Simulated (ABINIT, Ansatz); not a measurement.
# Li2H6Pt (Fm-3m): G0W0 on several meshes in ABINIT

Aim: the GW shift of Li2H6Pt (Fm-3m) against the k mesh.

Method: LDA and many-body steps on it, plane waves, in ABINIT 10.8.3.

**1. The structure**

The structure is cubic, space group Fm-3m (No. 225). The conventional cell has a = 6.650 Å, b = 6.650 Å, c = 6.650 Å, α = 90.00°, β = 90.00°, γ = 90.00°. Nearest to Li lie 12 H at 2.35 Å. H has 1 Pt at 1.63 Å nearest. Nearest to Pt lie 6 H at 1.63 Å. Farther neighbours are not listed.

The cell and positions are those that the Materials Project relaxed with its own functionals (PBE, PBE+U or r2SCAN), kept fixed. Spin-orbit coupling is left out unless a step names it.

**2. Empty states on the mesh, 4×4×4 mesh, 142 bands**

This step: ABINIT 10.8.3; DFT, LDA, plane waves, norm-conserving pseudopotentials.

The sums over transitions need many empty states on a uniform mesh; this step solves for them.

Contents of run.abi:

```
acell 3*1.0 Angstrom
rprim 
  -0.000000000000 3.324927160000 3.324927160000
  3.324927160000 0.000000000000 3.324927160000
  3.324927160000 3.324927160000 0.000000000000
ntypat 3
znucl 3 1 78
natom 9
typat 1 1 2 2 2 2 2 2 3
xred 
  0.750000000000 0.750000000000 0.750000000000
  0.250000000000 0.250000000000 0.250000000000
  0.754787880000 0.754787880000 0.245212120000
  0.245212120000 0.754787880000 0.245212120000
  0.754787880000 0.245212120000 0.245212120000
  0.245212120000 0.245212120000 0.754787880000
  0.754787880000 0.245212120000 0.754787880000
  0.245212120000 0.754787880000 0.754787880000
  0.000000000000 0.000000000000 0.000000000000
pp_dirpath "pseudos"
pseudos "Li.upf, H.upf, Pt.upf"
ecut 34
ngkpt 4 4 4
nshiftk 1
shiftk 0 0 0
kptopt 1
chksymbreak 0
irdden 1
istwfk *1
nband 142
prtvol 0
optdriver 6
gwr_task "HDIAGO"
paral_kgb 0
occopt 1
indata_prefix "in"
outdata_prefix "out"
tmpdata_prefix "tmp"
```

On the command line:

```bash
$ OMP_NUM_THREADS=1 mpirun -n 4 abinit run.abi > log
```

Numbers of over 12 decimals in the logs are rounded to 6 here.

Log:

```text
.Version 10.8.3 of ABINIT. v10.8.2 released Aug 2026.

 Symmetries : space group Fm -3 m (#225); Bravais cF (face-center cubic)
[... echo of the input left out ...]
== DATASET  1 ==================================================================
-   mpi_nproc: 4, omp_nthreads: 1 (-1 if OMP is not activated)

--- !DatasetInfo
iteration_state: {dtset: 1, }
dimensions: {natom: 9, nkpt: 8, mband: 142, nsppol: 1, nspinor: 1, nspden: 1, mpw: 4723, }
cutoff_energies: {ecut:  34.0, pawecutdg:  -1.0, }
[...]
Indirect band gap semiconductor
 Fundamental gap:     2.757 (eV)
   VBM:     1.410 (eV) at k: [-2.5000E-01,  2.5000E-01,  0.0000E+00]
   CBM:     4.168 (eV) at k: [ 5.0000E-01,  5.0000E-01,  0.0000E+00]
 Direct gap:         4.334 (eV) at k: [ 5.0000E-01,  5.0000E-01,  0.0000E+00]

== END DATASET(S) ==============================================================
================================================================================

 -outvars: echo values of variables after computation  --------
           etotal      0.0000000000E+00
            nband         142
             nkpt           8
          spgroup         225
 [... the other variables as echoed above ...]

 Calculation completed.
```

The job ended after 2.5 min (4 MPI ranks of Arm Neoverse V1, shared host; peak memory 5 GiB).

This step gave:

```yaml
gap: 2.757 eV
k_of_the_valence_top: -0.25, 0.25, 0
k_of_the_conduction_bottom: 0.5, 0.5, 0
least_direct_gap: 4.334 eV
k_points_computed: 8
lowest_point_of_the_top_converged_band_above_the_valence_top: 73.4565 eV
```

On this mesh the gap is 2.757 eV.

The density comes from a self-consistent run that is not shown.

**3. Screening, 4×4×4 mesh, 63 bands, screening to 114.3 eV**

The RPA dielectric matrix is built and inverted for each q.

This step: RPA screening on LDA, plane waves, norm-conserving pseudopotentials.

run.abi, as its differences from that of step 2:

```diff
@@ -27,10 +27,11 @@
 chksymbreak 0
-irdden 1
 istwfk *1
-nband 142
-prtvol 0
-optdriver 6
-gwr_task "HDIAGO"
-paral_kgb 0
 occopt 1
+irdwfk 1
+optdriver 3
+nband 63
+ecuteps 4.2
+inclvkb 2
+awtr 1
+symchi 1
 indata_prefix "in"
```

Log:

```text
.Version 10.8.3 of ABINIT. v10.8.2 released Aug 2026.

 Symmetries : space group Fm -3 m (#225); Bravais cF (face-center cubic)
[... echo of the input left out ...]
== DATASET  1 ==================================================================
-   mpi_nproc: 4, omp_nthreads: 1 (-1 if OMP is not activated)

--- !DatasetInfo
iteration_state: {dtset: 1, }
dimensions: {natom: 9, nkpt: 8, mband: 63, nsppol: 1, nspinor: 1, nspden: 1, mpw: 4723, }
cutoff_energies: {ecut:  34.0, pawecutdg:  -1.0, }
electrons: {nelect:   3.00000000E+01, charge:   0.00000000E+00, occopt:   1.00000000E+00, tsmear:   1.00000000E-02, }

 SCREENING: Calculation of the susceptibility and dielectric matrices

 Based on a program developped by R.W. Godby, V. Olevano, G. Onida, and L. Reining.
 Incorporated in ABINIT by V. Olevano, G.-M. Rignanese, and M. Torrent.
.Using double precision arithmetic ; gwpc =  8

[... cell and pseudopotentials left out ...]
--------------------------------------------------------------------------------

 ==== K-mesh for the wavefunctions ====
 Number of points in the irreducible wedge :     8
[... list of points left out ...]
 Together with 48 symmetry operations and time-reversal symmetry
 yields    64 points in the full Brillouin Zone.

 ==== Q-mesh for the screening function ====
 Number of points in the irreducible wedge :     8
[... list of points left out ...]
 Together with 48 symmetry operations and time-reversal symmetry
 yields    64 points in the full Brillouin Zone.

 setmesh: FFT mesh size selected  =    32x   32x   32
          total number of points  =        32768

 vcoul_init : cutoff-mode = AUXILIARY_FUNCTION
 q-points for optical limit:   1
     1)      0.000010    0.000020    0.000030

- screening: taking advantage of time-reversal symmetry
- Maximum band index for partially occupied states nbvw = 15
- Remaining bands to be divided among processors   nbcw = 48
- Number of bands treated by each node ~12

 Number of electrons calculated from density =   30.0000; Expected =   30.0000
 average of density, n =  0.060471
 r_s =    1.5805
 omega_plasma =   23.7208 [eV]

 calculating chi0 at frequencies [eV] :
  1    0.000000E+00    0.000000E+00
  2    0.000000E+00    2.372082E+01

--------------------------------------------------------------------------------
  q-point number  1        q = ( 0.000000, 0.000000, 0.000000) [r.l.u.]
--------------------------------------------------------------------------------
[... chi0 elements left out ...]
 For q-point:  0.000010 0.000020 0.000030
  dielectric constant =   4.2235
  dielectric constant without local fields =   5.1559

  Average fulfillment of the sum rule on Im[epsilon] for q-point    1 :     51.65  [%]
[... wings left out ...]
  q-point number  2        q = ( 0.250000, 0.000000, 0.000000) [r.l.u.]
--------------------------------------------------------------------------------
[... chi0 elements left out ...]
  Average fulfillment of the sum rule on Im[epsilon] for q-point    2 :     68.28  [%]

 [... 6 further q-points ...]
```

The job ended after 22 s (4 MPI ranks; peak memory 1 GiB; 87 s of CPU time).

This step gave:

```yaml
eps_infinity_with_local_fields_on_this_mesh_along_the_program_s_q_direction: 4.223
the_same_without_local_fields: 5.156
plasma_frequency: 23.72 eV
plane_waves_in_the_screening_matrix: 181
```

Local fields lower ε∞ by 18 %.

**4. 4×4×4**

The self-energy is evaluated for the states that the input lists, and the levels follow from it, in one-shot runs by the linearised quasiparticle equation.

This step: G0W0 on LDA, plane waves, norm-conserving pseudopotentials.

run.abi, as its differences from that of step 3:

```diff
@@ -30,8 +30,19 @@
 irdwfk 1
-optdriver 3
+optdriver 4
 nband 63
+gwcalctyp 0
+ecutsigx 34
+symsigma 1
+nkptgw 3
+kptgw 
+  -0.2500000000 0.2500000000 0.0000000000
+  0.5000000000 0.5000000000 0.0000000000
+  0.0000000000 0.0000000000 0.0000000000
+bdgw 
+  14 17
+  14 17
+  13 19
 ecuteps 4.2
-inclvkb 2
-awtr 1
-symchi 1
+irdscr 1
+ppmodel 1
 indata_prefix "in"
```

Log:

```text
.Version 10.8.3 of ABINIT. v10.8.2 released Aug 2026.

 Symmetries : space group Fm -3 m (#225); Bravais cF (face-center cubic)
[... echo of the input left out ...]
== DATASET  1 ==================================================================
-   mpi_nproc: 4, omp_nthreads: 1 (-1 if OMP is not activated)

--- !DatasetInfo
iteration_state: {dtset: 1, }
dimensions: {natom: 9, nkpt: 8, mband: 63, nsppol: 1, nspinor: 1, nspden: 1, mpw: 4723, }
cutoff_energies: {ecut:  34.0, pawecutdg:  -1.0, }
electrons: {nelect:   3.00000000E+01, charge:   0.00000000E+00, occopt:   1.00000000E+00, tsmear:   1.00000000E-02, }

 SIGMA: Calculation of the GW corrections

 Based on a program developped by R.W. Godby, V. Olevano, G. Onida, and L. Reining.
 Incorporated in ABINIT by V. Olevano, G.-M. Rignanese, and M. Torrent.
.Using double precision arithmetic ; gwpc =  8

[... cell and pseudopotentials left out ...]
--------------------------------------------------------------------------------

 ==== K-mesh for the wavefunctions ====
 Number of points in the irreducible wedge :     8
[... list of points left out ...]
 Together with 48 symmetry operations and time-reversal symmetry
 yields    64 points in the full Brillouin Zone.

 ==== Q-mesh for screening function ====
 Number of points in the irreducible wedge :     8
[... list of points left out ...]
 Together with 48 symmetry operations and time-reversal symmetry
 yields    64 points in the full Brillouin Zone.

 vcoul_init : cutoff-mode = AUXILIARY_FUNCTION
 q-points for optical limit:   1
     1)      0.000010    0.000020    0.000030
 setmesh: FFT mesh size selected  =    48x   48x   48
          total number of points  =       110592

 Number of electrons calculated from density =   30.0000; Expected =   30.0000
 average of density, n =  0.060471
 r_s =    1.5805
 omega_plasma =   23.7208 [eV]

 === KS Band Gaps ===
  >>>> For spin  1
   Minimum direct gap =   4.3344 [eV], located at k-point      :   0.5000  0.5000  0.0000
   Fundamental gap    =   2.7574 [eV], Top of valence bands at :  -0.2500  0.2500  0.0000
                                       Bottom of conduction at :   0.5000  0.5000  0.0000
 SIGMA fundamental parameters:
 PLASMON POLE MODEL  1
 number of plane-waves for SigmaX                 4693
 number of plane-waves for SigmaC and W            181
 number of plane-waves for wavefunctions          4693
 number of bands                                    63
 number of independent spin polarizations            1
 number of spinorial components                      1
 number of k-points in IBZ                           8
 number of q-points in IBZ                           8
 number of symmetry operations                      48
 number of k-points in BZ                           64
 number of q-points in BZ                           64
 number of frequencies for dSigma/dE                 9
 frequency step for dSigma/dE [eV]                0.25
 number of omega for Sigma on real axis              0
 max omega for Sigma on real axis  [eV]           0.00
 zcut for avoiding poles [eV]                     0.10

 EPSILON^-1 parameters (SCR file):
 dimension of the eps^-1 matrix on file            181
 dimension of the eps^-1 matrix used               181
 number of plane-waves for wavefunctions          4693
 number of bands                                    63
 number of q-points in IBZ                           8
 number of frequencies                               2
 number of real frequencies                          1
 number of imag frequencies                          1

 matrix elements of self-energy operator (all in [eV])

 Perturbative Calculation

--- !SelfEnergy_ee
iteration_state: {dtset: 1, }
kpoint     : [  -0.250,    0.250,    0.000, ]
spin       : 1
KS_gap     :    5.309
QP_gap     :    7.298
Delta_QP_KS:    1.990
data: !SigmaeeData |
     Band     E0 <VxcDFT>   SigX SigC(E0)      Z dSigC/dE  Sig(E)    E-E0       E
       14   0.295 -14.786 -18.648   3.083   0.800  -0.250 -15.410  -0.624  -0.328
       15   1.410 -12.321 -15.301   2.100   0.812  -0.231 -13.036  -0.715   0.695
       16   6.719 -12.843  -8.443  -2.853   0.824  -0.213 -11.568   1.275   7.994
       17   6.814 -13.436  -8.908  -2.863   0.820  -0.219 -12.070   1.365   8.179

--- !SelfEnergy_ee
iteration_state: {dtset: 1, }
kpoint     : [   0.500,    0.500,    0.000, ]
spin       : 1
KS_gap     :    4.334
QP_gap     :    6.486
Delta_QP_KS:    2.151
data: !SigmaeeData |
     Band     E0 <VxcDFT>   SigX SigC(E0)      Z dSigC/dE  Sig(E)    E-E0       E
       14  -0.167 -11.272 -14.761   2.404   0.805  -0.243 -12.145  -0.873  -1.040
       15  -0.167 -11.272 -14.761   2.404   0.805  -0.243 -12.145  -0.873  -1.040
[...]
--- !SelfEnergy_ee
iteration_state: {dtset: 1, }
kpoint     : [   0.000,    0.000,    0.000, ]
spin       : 1
KS_gap     :    6.656
QP_gap     :    8.768
Delta_QP_KS:    2.112
data: !SigmaeeData |
     Band     E0 <VxcDFT>   SigX SigC(E0)      Z dSigC/dE  Sig(E)    E-E0       E
[...]
17   8.657 -10.863  -6.051  -3.238   0.834  -0.199  -9.550   1.312   9.969
       18   8.657 -10.863  -6.051  -3.238   0.834  -0.199  -9.550   1.312   9.969
       19   8.657 -10.863  -6.051  -3.238   0.834  -0.199  -9.550   1.312   9.969

== END DATASET(S) ==============================================================
================================================================================

 -outvars: echo values of variables after computation  --------
           etotal      0.0000000000E+00
            nband          63
             nkpt           8
          spgroup         225
 [... the other variables as echoed above ...]

 Calculation completed.
```

Run time: 11 s. Hardware: 4 MPI ranks; peak memory 0.92 GiB; 43 s of CPU time.

Numbers from this step:

```yaml
g0w0_gap_on_the_points_computed: 4.751 eV
starting_gap_on_the_mesh: 2.757 eV
k_of_the_valence_top: -0.25, 0.25, 0
k_of_the_conduction_bottom: 0.5, 0.5, 0
z_at_the_valence_top: 0.812
z_at_the_conduction_bottom: 0.827
least_direct_g0w0_gap_on_the_computed_points: 6.486 eV
```

The gap on the mesh goes from 2.76 eV to 4.75 eV, a correction of +1.99 eV.

**5. Empty states on the mesh, 2×2×2 mesh, 69 bands**

This step: DFT, LDA, plane waves, norm-conserving pseudopotentials.

run.abi, as its differences from that of step 4:

```diff
@@ -22,3 +22,3 @@
 ecut 34
-ngkpt 4 4 4
+ngkpt 2 2 2
 nshiftk 1
@@ -27,22 +27,10 @@
 chksymbreak 0
+iscf -2
+irdden 1
 istwfk *1
-occopt 1
-irdwfk 1
-optdriver 4
-nband 63
-gwcalctyp 0
-ecutsigx 34
-symsigma 1
-nkptgw 3
-kptgw 
-  -0.2500000000 0.2500000000 0.0000000000
-  0.5000000000 0.5000000000 0.0000000000
-  0.0000000000 0.0000000000 0.0000000000
-bdgw 
-  14 17
-  14 17
-  13 19
-ecuteps 4.2
-irdscr 1
-ppmodel 1
+nband 69
+nbdbuf 6
+tolwfr 1e-09
+nstep 60
+prtvol 0
 indata_prefix "in"
```

Log:

```text
.Version 10.8.3 of ABINIT. v10.8.2 released Aug 2026.

 Symmetries : space group Fm -3 m (#225); Bravais cF (face-center cubic)
[... echo of the input left out ...]
== DATASET  1 ==================================================================
-   mpi_nproc: 4, omp_nthreads: 1 (-1 if OMP is not activated)
-    --> not optimal distribution: autoparal keyword recommended in input file <--

--- !DatasetInfo
iteration_state: {dtset: 1, }
dimensions: {natom: 9, nkpt: 3, mband: 69, nsppol: 1, nspinor: 1, nspden: 1, mpw: 4720, }
cutoff_energies: {ecut:  34.0, pawecutdg:  -1.0, }
[...]
1.21494    1.21494    1.21904    1.23303    1.23303    1.23303    1.23905    1.23905
   1.32041    1.32041    1.32041    1.37483    1.37483    1.38264    1.38264    1.38264
   1.48013    1.48429    1.48429    1.48429    1.54657
 prteigrs : prtvol=0 or 1, do not print more k-points.

== END DATASET(S) ==============================================================
================================================================================

 -outvars: echo values of variables after computation  --------
            nband          69
             nkpt           3
          spgroup         225
 [... the other variables as echoed above ...]

 Calculation completed.
```

It took 11 s on 4 MPI ranks; peak memory 0.29 GiB.

Numbers from this step:

| Quantity | Value |
| --- | --- |
| gap | 2.776 eV |
| k of the valence top | 0.5, 0, 0 |
| k of the conduction bottom | 0.5, 0.5, 0 |
| least direct gap | 4.335 eV |
| k points computed | 3 |
| lowest point of the top converged band, above the valence top | 36.23 eV |

On this mesh the gap is 2.776 eV.

**6. Screening, 2×2×2 mesh, 63 bands, screening to 114.3 eV**

This step: RPA screening on LDA, plane waves, norm-conserving pseudopotentials.

run.abi, as its differences from that of step 5:

```diff
@@ -27,10 +27,11 @@
 chksymbreak 0
-iscf -2
-irdden 1
 istwfk *1
-nband 69
-nbdbuf 6
-tolwfr 1e-09
-nstep 60
-prtvol 0
+occopt 1
+irdwfk 1
+optdriver 3
+nband 63
+ecuteps 4.2
+inclvkb 2
+awtr 1
+symchi 1
 indata_prefix "in"
```

Log:

```text
.Version 10.8.3 of ABINIT. v10.8.2 released Aug 2026.

 Symmetries : space group Fm -3 m (#225); Bravais cF (face-center cubic)
[... echo of the input left out ...]
== DATASET  1 ==================================================================
-   mpi_nproc: 4, omp_nthreads: 1 (-1 if OMP is not activated)

--- !DatasetInfo
iteration_state: {dtset: 1, }
dimensions: {natom: 9, nkpt: 3, mband: 63, nsppol: 1, nspinor: 1, nspden: 1, mpw: 4720, }
cutoff_energies: {ecut:  34.0, pawecutdg:  -1.0, }
electrons: {nelect:   3.00000000E+01, charge:   0.00000000E+00, occopt:   1.00000000E+00, tsmear:   1.00000000E-02, }

 SCREENING: Calculation of the susceptibility and dielectric matrices

 Based on a program developped by R.W. Godby, V. Olevano, G. Onida, and L. Reining.
 Incorporated in ABINIT by V. Olevano, G.-M. Rignanese, and M. Torrent.
.Using double precision arithmetic ; gwpc =  8

[... cell and pseudopotentials left out ...]
--------------------------------------------------------------------------------

 ==== K-mesh for the wavefunctions ====
 Number of points in the irreducible wedge :     3
[... list of points left out ...]
 Together with 48 symmetry operations and time-reversal symmetry
 yields     8 points in the full Brillouin Zone.

 ==== Q-mesh for the screening function ====
 Number of points in the irreducible wedge :     3
[... list of points left out ...]
 Together with 48 symmetry operations and time-reversal symmetry
 yields     8 points in the full Brillouin Zone.

 setmesh: FFT mesh size selected  =    32x   32x   32
          total number of points  =        32768

 vcoul_init : cutoff-mode = AUXILIARY_FUNCTION
 q-points for optical limit:   1
     1)      0.000010    0.000020    0.000030

- screening: taking advantage of time-reversal symmetry
- Maximum band index for partially occupied states nbvw = 15
- Remaining bands to be divided among processors   nbcw = 48
- Number of bands treated by each node ~12

 Number of electrons calculated from density =   30.0000; Expected =   30.0000
 average of density, n =  0.060471
 r_s =    1.5805
 omega_plasma =   23.7208 [eV]

 calculating chi0 at frequencies [eV] :
  1    0.000000E+00    0.000000E+00
  2    0.000000E+00    2.372082E+01

--------------------------------------------------------------------------------
  q-point number  1        q = ( 0.000000, 0.000000, 0.000000) [r.l.u.]
--------------------------------------------------------------------------------
[... chi0 elements left out ...]
 For q-point:  0.000010 0.000020 0.000030
  dielectric constant =   5.6883
  dielectric constant without local fields =   6.9026

  Average fulfillment of the sum rule on Im[epsilon] for q-point    1 :     51.70  [%]
[... wings left out ...]
  q-point number  2        q = ( 0.500000, 0.000000, 0.000000) [r.l.u.]
--------------------------------------------------------------------------------
[... chi0 elements left out ...]
  Average fulfillment of the sum rule on Im[epsilon] for q-point    2 :     61.35  [%]

 [... 1 further q-points ...]
```

Wall time 5.4 s (4 MPI ranks); peak memory 0.73 GiB; 21 s of CPU time.

Numbers from this step:

* ε∞ with local fields, on this mesh, along the program's q direction: 5.688
* the same without local fields: 6.903
* plasma frequency: 23.72 eV
* plane waves in the screening matrix: 181

(Part 1 of 2 ends here.)

[Paths, hosts, dates, memory and timing lines, banners, echoed tables and standing remarks are left out of the program output.]

[Logs are printed without paths, hosts, clocks, repeated set-up lines and the standing remarks that a program may print on its own settings, such as how far it seeks lower states.]

[Runs of the session that timed out or met a known fault of the program may be left out.]

[No measured gap is set beside runs whose start may be inverted or whose files or cutoffs have a known fault.]

[Hosts, paths, dates, database ids (printed as entryN), source tags and the programs' standing remarks are cut or masked in the printed files.]

[G0W0 gaps are taken among the corrected bands and points alone; a level outside them can change the order at an edge.]

[Where Ansatz stands beside ABINIT at settings called matched, ABINIT's density can come from a denser mesh and the files from another edition; pairs whose starting gaps differed by over 0.03 eV were left out, so agreement reads better than it is.]
